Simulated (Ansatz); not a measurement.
# ZnO (zincite, P6_3mc): a volume series of phonon spectra

Wanted: mode Grüneisen parameters of ZnO (zincite) and a free-energy fit over volumes.

Main program and level: Ansatz 0.2.0; DFT LDA, scalar-relativistic, plane waves, PAW.

**Measured values to reproduce.**

For ZnO, wurtzite (polycrystalline, from oxalate precursor, 298 K), “Local structures of polar wurtzites Zn1-xMgxO studied by Raman and 67Zn/25Mg NMR spectroscopies and by total neutron scattering” (2008, arxiv:0808.0492) gives, by time-of-flight neutron powder diffraction: lattice constant a (a, Rietveld) 3.24945 ± 1e-05 Å; lattice constant c (c, Rietveld) 5.20574 ± 3e-05 Å.

## 1. The starting structure

It takes space group P6_3mc (No. 186, hexagonal). The conventional cell has a = 3.249 Å, b = 3.249 Å, c = 5.206 Å, α = 90.00°, β = 90.00°, γ = 120.00°. Nearest to Zn lie 4 O at 1.97 to 1.98 Å. O has 4 Zn at 1.97 to 1.98 Å nearest. Farther neighbours and most contacts between anions are not listed.

## 2. A first coarse run

A cheap single point shows whether the cell is a metal or an insulator and how far it is from rest; that sets the k-mesh and the occupations of what follows.

File input.yaml:

```yaml
crystal:
  lattice:
    - [3.249308, 0.0, 0.0]
    - [-1.624654, 2.8139832727, 0.0]
    - [0.0, 0.0, 5.205709]
  atoms:
    - { symbol: Zn, position: [0.3333333333, 0.6666666667, 0.5] }
    - { symbol: Zn, position: [0.6666666667, 0.3333333333, 0.0] }
    - { symbol: O, position: [0.6666666667, 0.3333333333, 0.37901] }
    - { symbol: O, position: [0.3333333333, 0.6666666667, 0.87901] }
kpoints:
  mp_grid: { grid: [6, 6, 4] }
hamiltonian:
  xc: lda
scf:
  occupations: { method: gaussian, width: 0.1 }
output:
  forces: true
  stress: true
  eigenvalues: true
```

Command:

```console
$ ansatz run input.yaml --threads 4 --pin off --max-ram 8192MiB --backend cpu --events-out ev --progress --plain --runs-dir out
```

Numbers of over 12 decimals in the logs are rounded to 6 here.

Output:

```text
Engine: ansatz 0.2.0, aarch64-unknown-linux-gnu
Pseudopotentials: kind: paw
Pseudopotential: Zn, paw, valence charge 12, recommended cutoff 420 eV (normal), Zn.paw.azcp
Pseudopotential: O, paw, valence charge 6, recommended cutoff 420 eV (normal), O.paw.azcp
Functional definition: SPW92
  exchange = slater_x
  correlation = pw_c
Crystal: 4 atoms, lattice volume = 47.598 Å³
Basis set: ecut = 420 eV, 941 PW (Γ)
Bands: 22, of which v1, the nominal top of the filled ones, is band 18 counted from 1 (17 counted from 0)
Symmetry: 12 space group operations
Space group: P63mc (ITA 186), of the structure as read, at distance tolerance 3.6e-5 Å
k-points: 21 of 144 (time reversal used)
Non-local potential: Zn, projectors of the file, l = 0: 2, l = 1: 2, l = 2: 3, l = 3: 1
Non-local potential: O, projectors of the file, l = 0: 2, l = 1: 2, l = 2: 1
PAW form: soft (Blöchl's): semilocal exchange-correlation on the pseudo side does not see the compensation charge
PAW frozen core: Zn, regenerated for the run's functional, and the local potential with it (the file was generated under x = pbe(κ = 0.804, μ = 0.219515), c = pbe(β = 0.066725))
PAW frozen core: O, regenerated for the run's functional, and the local potential with it (the file was generated under x = pbe(κ = 0.804, μ = 0.219515), c = pbe(β = 0.066725))
PAW one-centre angular grid: Zn, 590 points (default); XC on 64 Gauss nodes
PAW one-centre angular grid: O, 110 points (default); XC on 64 Gauss nodes
Initial density: superposition of atomic densities (neutral atoms: chi_scale 0, normalization atom), corrected by the library's trained network
Initial wavefunctions: pseudopotential atomic-orbital guess
Functional: x = slater, c = lda
SCF iter   1: F=—  HF=-7603.920187 eV  |F-HF|=—  |Δ(HF+E_count)|=         —  Δρ=1.85e-2  dr2=1.40e-1  ethr=1.77e-3  ⟨swp⟩=5.3  Hψ=1965  notcnv=0
preconditioner: auto → Resta (q_TF=auto, 2.604 Å⁻¹)  ε∞=7.7  [insulator: Δε(μ)=0.553 eV  Ē_g=12.492 eV  σ=0.100 eV  W_gap=1.00  n_scr=22 (ndim 8)  ℏωp=32.3 eV  f_vac=0.035  D(μ)=0.00/eV (n_scr^D=0)  ε∞_Penn≈7.7]
SCF iter   2: F=—  HF=-7603.884630 eV  |F-HF|=—  |Δ(HF+E_count)|=   3.56e-2  Δρ=3.83e-3  dr2=2.63e-3  ethr=3.88e-4  ⟨swp⟩=3.0  Hψ=1077  notcnv=0
SCF iter   3: F=—  HF=-7603.883905 eV  |F-HF|=—  |Δ(HF+E_count)|=   7.25e-4  Δρ=2.05e-3  dr2=1.15e-3  ethr=7.30e-6  ⟨swp⟩=1.1  Hψ=498  notcnv=0
SCF iter   4: F=—  HF=-7603.883540 eV  |F-HF|=—  |Δ(HF+E_count)|=   3.65e-4  Δρ=4.48e-4  dr2=5.32e-5  ethr=3.19e-6  ⟨swp⟩=2.1  Hψ=843  notcnv=0
SCF iter   5: F=—  HF=-7603.883522 eV  |F-HF|=—  |Δ(HF+E_count)|=   1.76e-5  Δρ=1.56e-4  dr2=1.09e-5  ethr=1.48e-7  ⟨swp⟩=2.0  Hψ=798  notcnv=0
SCF iter   6: F=—  HF=-7603.883525 eV  |F-HF|=—  |Δ(HF+E_count)|=   2.69e-6  Δρ=3.32e-5  dr2=6.19e-7  ethr=3.02e-8  ⟨swp⟩=2.6  Hψ=821  notcnv=0
SCF iter   7: F=-7603.883525 eV  HF=-7603.883525 eV  |F-HF|=3.30e-9  |Δ(HF+E_count)|=   1.57e-7  Δρ=9.40e-6  dr2=4.88e-8  ethr=2.78e-10  ⟨swp⟩=4.1  Hψ=1688  notcnv=0
SCF 1 converged in 7 iterations: F = -7603.883525 eV  dr2 = 4.88e-8
  greatest PAW one-centre occupation: 0.987 electrons in one spin orbital (limit 2), on the Zn atom at site 0 (counted from 0), in its partial waves of l = 2
SCF converged after 7 iterations
Free energy (F): -7603.883525 eV
Harris-Foulkes:  -7603.883525 eV  (|F-HF|=3.30e-9)
Internal energy: -7603.883525 eV  (E = F + TS)
E sigma→0 (E₀):  -7603.883525 eV
Fermi energy:    7.141004 eV
--- Per-component energies (eV) ---
  E_band       = 48.736236
  E_kinetic    = 609.305792
  E_local      = -4008.149061  (includes V_loc(G=0)·N_el)
  E_nonlocal   = 1343.942073
  E_hartree    = 1638.644481
  E_xc         = -413.433200
  E_vxc        = -290.322048  (∫ρ·V_xc dr)
  E_paw        = -3814.911342  (= ΣΔE_a)
  E_vpaw       = -883.345308  (= ΣTr[D̂ρ^β])
  E_aug_tail   = 0.004351  (compensation charges beyond the density's cutoff)
  E_ewald      = -2962.594745
  E_core_change = 3.308126  (= ΣΔE_core)
  E_smearing   = -0.000000  (= −TS)
  E_closure    = -0.000000  (closes the sum)
  Σ components = -7603.883525   (vs F -7603.883525, Δ=0.00e0)
--- Forces (eV/Å), atoms counted from 1 ---
  atom   1  Zn     0.00000000    -0.00000000    -0.05136369
  atom   2  Zn     0.00000000     0.00000000    -0.05136369
  atom   3  O      0.00000000    -0.00000000     0.05133026
  atom   4  O     -0.00000000     0.00000000     0.05133026
  max |Σ_I F_I| component: 6.69e-5 eV/Å
--- Stress (GPa, compression-positive) ---
       -7.643843       0.000000      -0.000000
       -0.000000      -7.643843      -0.000000
       -0.000000      -0.000000      -5.944360
  P = ⅓ Tr σ = -7.0773 GPa (-70.773 kbar)
--- Band table (eV; the first three rows and the last of 21) ---
  k-point 0: bands = [... 14 lower, 5.9504, 6.6964, 6.7695, 6.7695, 7.5034, 11.8511, 14.8886, 19.4321]
  k-point 1: bands = [... 14 lower, 6.0724, 6.0724, 6.6515, 6.6515, 8.6486, 11.3678, 15.3347, 18.9287]
  k-point 2: bands = [... 14 lower, 6.3642, 6.3642, 6.3642, 6.3642, 10.1549, 10.1549, 16.7015, 16.7015]
  k-point 20: bands = [... 14 lower, 4.0455, 4.0455, 5.5334, 5.5334, 14.6239, 14.6239, 14.6583, 14.6583]
```

Wall time 1.1 s (4 threads of Arm Neoverse V2, shared host); peak memory 0.31 GiB.

In the SCF lines HF is the Harris–Foulkes energy and dr2 the Hartree energy of the density residual, in eV; the loop may stop once dr2 is under the threshold and the program's other checks hold. Hψ counts applications of the Hamiltonian.

A gap read on the k-mesh alone can miss the band edges.

This step gave:

```yaml
pressure: -7.077 GPa
volume_per_atom: 11.90 Å³
gap_on_the_k_mesh: 0.7338 eV
```

Force by atom:

```tsv
atom	x (eV/Å)	y (eV/Å)	z (eV/Å)	size
Zn1	0.0000	0.0000	-0.0514	0.0514
Zn2	0.0000	0.0000	-0.0514	0.0514
O3	0.0000	0.0000	0.0513	0.0513
O4	0.0000	0.0000	0.0513	0.0513
```

The start is under -7.1 GPa at this level and looks like an insulator or semiconductor on this mesh.

## 3. Relaxation

The vibrations must be taken about the equilibrium of this functional, not about the starting cell, so the structure is relaxed.

input.yaml, the sections that differ from step 2:

```yaml
kpoints:
  mp_grid: { grid: [9, 9, 6] }
scf:
  occupations: { method: gaussian, width: 0.02 }
relax:
  adjacent_minimum: "off"
  f_tol: 0.005
  max_steps: 80
  cell: { stress_tol: 0.05 }
# crystal, hamiltonian, output: as in step 2
```

Output:

```text
[...]
Crystal: 4 atoms, lattice volume = 47.598 Å³
Basis set: ecut = 420 eV, 941 PW (Γ)
Bands: 22, of which v1, the nominal top of the filled ones, is band 18 counted from 1 (17 counted from 0)
Symmetry: 12 space group operations
[...]
k-points: 48 of 486 (time reversal used)
[...]
SCF iter   1: F=—  HF=-7603.923266 eV  |F-HF|=—  |Δ(HF+E_count)|=         —  Δρ=1.87e-2  dr2=1.42e-1  ethr=1.77e-3  ⟨swp⟩=6.0  Hψ=4650  notcnv=0
[...]
SCF iter   7: F=-7603.885768 eV  HF=-7603.885768 eV  |F-HF|=2.00e-9  |Δ(HF+E_count)|=   1.77e-7  Δρ=1.01e-5  dr2=5.64e-8  ethr=2.78e-10  ⟨swp⟩=4.2  Hψ=3889  notcnv=0
SCF 1 converged in 7 iterations: F = -7603.885768 eV  dr2 = 5.64e-8
[...]
relax step   1: F+E_penalty+E_count = -7603.88576756 eV  Δ(F+E_penalty+E_count) = +0.000e0 eV  max|allowed force component| = 5.145e-2 eV/Å  Δτ_max = 0.0000 Å  P = -7.071 GPa  Ω = 47.598 Å³  (7 SCF iters, dr2 threshold 1.00e-7 eV, accepted)
Crystal: 4 atoms, lattice volume = 46.407 Å³
[...]
iter 1 solved again at ethr=7.22e-6 eV; its pass at ethr=3.10e-3 eV (dr2=2.60e-3 eV) is discarded
[...]
SCF iter   6: F=-7603.932746 eV  HF=-7603.932746 eV  |F-HF|=3.75e-8  |Δ(HF+E_count)|=   3.28e-7  Δρ=9.48e-6  dr2=3.70e-8  ethr=1.11e-9  ⟨swp⟩=5.0  Hψ=4673  notcnv=0
SCF 2 converged in 6 iterations: F = -7603.932746 eV  dr2 = 3.70e-8
[...]
relax step   2: F+E_penalty+E_count = -7603.93274636 eV  Δ(F+E_penalty+E_count) = -4.698e-2 eV  max|allowed force component| = 3.846e-2 eV/Å  Δτ_max = 0.0007 Å  P = -3.417 GPa  Ω = 46.407 Å³  energy of the carried Pulay correction = +6.819e-3 eV  (6 SCF iters, dr2 threshold 4.00e-7 eV, accepted)
Crystal: 4 atoms, lattice volume = 45.339 Å³
Basis set: ecut = 420 eV, 881 PW (Γ)
[...]
SCF iter   6: F=-7603.950186 eV  HF=-7603.950186 eV  |F-HF|=2.66e-8  |Δ(HF+E_count)|=   2.77e-7  Δρ=8.74e-6  dr2=2.82e-8  ethr=1.11e-9  ⟨swp⟩=5.0  Hψ=4691  notcnv=0
SCF 3 converged in 6 iterations: F = -7603.950186 eV  dr2 = 2.82e-8
relax step   3: F+E_penalty+E_count = -7603.95018627 eV  Δ(F+E_penalty+E_count) = -1.744e-2 eV  max|allowed force component| = 2.020e-3 eV/Å  Δτ_max = 0.0006 Å  P = +0.292 GPa  Ω = 45.339 Å³  energy of the carried Pulay correction = +1.308e-2 eV  (6 SCF iters, dr2 threshold 4.00e-7 eV, accepted)
[...]
relax step   4: F+E_penalty+E_count = -7603.94978649 eV  Δ(F+E_penalty+E_count) = +3.998e-4 eV  max|allowed force component| = 3.907e-3 eV/Å  Δτ_max = 0.0005 Å  P = +0.002 GPa  Ω = 45.419 Å³  energy of the carried Pulay correction = +1.261e-2 eV  (4 SCF iters, dr2 threshold 2.41e-7 eV, accepted)
[...]
relax step   5: F+E_penalty+E_count = -7603.93945309 eV  Δ(F+E_penalty+E_count) = +1.033e-2 eV  max|allowed force component| = 3.658e-3 eV/Å  Δτ_max = 0.0000 Å  P = -0.345 GPa  Ω = 45.419 Å³  stress off target by 3.54e-1 GPa  SCF on the basis re-selected at this cell (its energy is not comparable with the rows above)  (7 SCF iters)
[...]
relax step   6: F+E_penalty+E_count = -7603.94010432 eV  Δ(F+E_penalty+E_count) = -6.512e-4 eV  max|allowed force component| = 5.147e-4 eV/Å  Δτ_max = 0.0009 Å  P = -0.010 GPa  Ω = 45.326 Å³  energy of the carried Pulay correction = +5.428e-4 eV  (4 SCF iters, dr2 threshold 3.13e-7 eV, accepted)
[...]
SCF iter   6: F=-7603.939734 eV  HF=-7603.939734 eV  |F-HF|=1.82e-12  |Δ(HF+E_count)|=  3.64e-12  Δρ=5.37e-8  dr2=8.26e-13  ethr=1.00e-12  ⟨swp⟩=4.0  Hψ=3749  notcnv=0
SCF 7 converged in 6 iterations: F = -7603.939734 eV  dr2 = 8.26e-13
relax step   7: F+E_penalty+E_count = -7603.93973396 eV  Δ(F+E_penalty+E_count) = +3.704e-4 eV  max|allowed force component| = 4.820e-4 eV/Å  Δτ_max = 0.0000 Å  P = -0.018 GPa  Ω = 45.326 Å³  stress off target by 2.78e-2 GPa  SCF on the basis re-selected at this cell (its energy is not comparable with the rows above)  (6 SCF iters)
[...]
SCF converged after 6 iterations
Free energy (F): -7603.939734 eV
[...]
Internal energy: -7603.939734 eV  (E = F + TS)
E sigma→0 (E₀):  -7603.939734 eV
Fermi energy:    7.934828 eV
[...]
--- Forces (eV/Å), atoms counted from 1 ---
  atom   1  Zn    -0.00000000    -0.00000000    -0.00050000
  atom   2  Zn     0.00000000     0.00000000    -0.00050000
  atom   3  O      0.00000000    -0.00000000     0.00046407
  atom   4  O      0.00000000     0.00000000     0.00046407
  max |Σ_I F_I| component: 7.19e-5 eV/Å
--- Stress (GPa, compression-positive) ---
       -0.013806       0.000000       0.000000
        0.000000      -0.013806      -0.000000
        0.000000      -0.000000      -0.027804
  P = ⅓ Tr σ = -0.0185 GPa (-0.185 kbar)
--- Band table (eV; the first three rows and the last of 48) ---
  k-point 0: bands = [... 14 lower, 6.6757, 7.4289, 7.5345, 7.5345, 8.3348, 12.8271, 15.7262, 20.5268]
  k-point 1: bands = [... 14 lower, 6.7333, 6.8665, 7.4781, 7.4781, 8.9814, 12.5811, 15.9420, 20.5299]
  k-point 2: bands = [... 14 lower, 6.8924, 6.8924, 7.3223, 7.3223, 9.9926, 11.9288, 16.5651, 19.0017]
  k-point 47: bands = [... 14 lower, 4.6522, 4.6522, 6.1616, 6.1616, 15.4519, 15.4519, 15.6147, 15.6147]
--- Relaxed structure (5 steps of the walk, 5 accepted, 2 SCFs on fresh bases) ---
  F+E_penalty+E_count = -7603.93973396 eV   max|allowed force component| = 4.820e-4 eV/Å   (the final SCF, on the basis selected at the relaxed cell)
  cell:  # Å, volume = 45.3262 Å³
    - [3.186852, 0.0, 0.0]
    - [-1.593426, 2.759895, -1.5239192411908073e-18]
    - [0.0, -2.8191639183058156e-18, 5.153413]
  atoms:
    - { symbol: Zn, position: [0.333333, 0.666667, 0.500336] }
    - { symbol: Zn, position: [0.666667, 0.333333, 0.000336255] }
    - { symbol: O, position: [0.666667, 0.333333, 0.378674] }
    - { symbol: O, position: [0.333333, 0.666667, 0.878674] }
```

Elapsed: 8.3 s, on 4 threads; peak memory 0.39 GiB; 31 s of CPU time.

The steps of the relaxation:

```tsv
step	energy less that of the first step (eV)	largest force component (eV/Å)	pressure (GPa)	volume (Å³)
1	0.0000	0.0514	-7.07	47.60
2	-0.0470	0.0385	-3.42	46.41
3	-0.0644	0.0020	0.29	45.34
4	-0.0640	0.0039	0.00	45.42
5*	-0.0537	0.0037	-0.34	45.42
6	-0.0543	0.0005	-0.01	45.33
7*	-0.0540	0.0005	-0.02	45.33
```

Relaxation steps marked * repeat the geometry before them on a plane-wave basis chosen anew for their cell, so energy and pressure can jump there.

Forces are held to the 12 operations that the run works with; a distortion that breaks them can't arise in this run.

```tsv
conventional cell, symmetrised	before	after	change
a (Å)	3.249	3.187	-1.9 %
b (Å)	3.249	3.187	-1.9 %
c (Å)	5.206	5.153	-1.0 %
volume (Å³/atom)	11.90	11.33	-4.8 %
```

Final coordinates:

```xyz
4
Lattice="3.1869 0.0000 0.0000 -1.5934 2.7599 0.0000 0.0000 0.0000 5.1534" Properties=species:S:1:pos:R:3 pbc="T T T"
Zn    0.0000    1.8399    2.5784
Zn    1.5934    0.9200    0.0017
O     1.5934    0.9200    1.9515
O     0.0000    1.8399    4.5282
```

This step gave:

| Item | Value |
| --- | --- |
| pressure | -0.01847 GPa |
| gap on the k-mesh | 0.8002 eV |
| volume per atom | 11.33 Å³ |

The relaxation ends with a largest force component of 4.8e-4 eV/Å and a pressure of -0.02 GPa.

## 4. Relaxing to small residual forces and stress

The thresholds are tightened for a last relaxation ahead of the phonons, and where mesh or smearing change with them the cell follows.

File input.yaml:

```yaml
crystal:
  lattice:
    - [3.1868518998, 0.0, 0.0]
    - [-1.5934259499, 2.7598947034, 0.0]
    - [0.0, 0.0, 5.15341315]
  atoms:
    - { symbol: Zn, position: [0.3333333333, 0.6666666667, 0.5003362553] }
    - { symbol: Zn, position: [0.6666666667, 0.3333333333, 0.0003362553] }
    - { symbol: O, position: [0.6666666667, 0.3333333333, 0.3786737447] }
    - { symbol: O, position: [0.3333333333, 0.6666666667, 0.8786737447] }
kpoints:
  mp_grid: { grid: [9, 9, 6] }
hamiltonian:
  xc: lda
scf:
  occupations: { method: fixed }
output:
  forces: true
  stress: true
  eigenvalues: true
relax:
  adjacent_minimum: "off"
  f_tol: 0.001
  max_steps: 60
  cell: { stress_tol: 0.01 }
```

Output:

```text
[...]
Crystal: 4 atoms, lattice volume = 45.326 Å³
Basis set: ecut = 420 eV, 881 PW (Γ)
Bands: 22, of which v1, the nominal top of the filled ones, is band 18 counted from 1 (17 counted from 0)
Symmetry: 12 space group operations
[...]
k-points: 48 of 486 (time reversal used)
[...]
--- Relaxed structure (3 steps of the walk, 3 accepted, 1 SCFs on fresh bases) ---
[...]
cell:  # Å, volume = 45.3211 Å³
    - [3.186889, 0.0, 0]
    - [-1.593445, 2.759927, 0]
    - [0, 0.0, 5.152708]
  atoms:
    - { symbol: Zn, position: [0.333333, 0.666667, 0.500316] }
    - { symbol: Zn, position: [0.666667, 0.333333, 0.000316421] }
    - { symbol: O, position: [0.666667, 0.333333, 0.378694] }
    - { symbol: O, position: [0.333333, 0.666667, 0.878694] }
[key lines of the parts left out:]
SCF converged after 6 iterations
Free energy (F): -7603.939765 eV
Fermi energy:    7.536280 eV
P = ⅓ Tr σ = -0.0001 GPa (-0.001 kbar)
```

Run time: 4.8 s. Hardware: 4 threads; peak memory 0.39 GiB.

Little changed from the start: no atom moved by 0.005 Å and no cell edge by 0.1 %.

Numbers from this step:

- pressure: -1.11e-4 GPa
- gap on the k-mesh: 0.8006 eV

The residual pressure is -1.1e-4 GPa, small enough for phonons.

[end of part 1 of 4]

[Logs are printed without paths, hosts, clocks, repeated set-up lines and the standing remarks that a program may print on its own settings, such as how far it seeks lower states.]

[Hosts, paths, dates, database ids (printed as entryN), source tags and the programs' standing remarks are cut or masked in the printed files.]

[A step with changed settings may run another functional than the one named; its input shows which.]

[Of the runs on displaced cells, only some may be shown.]
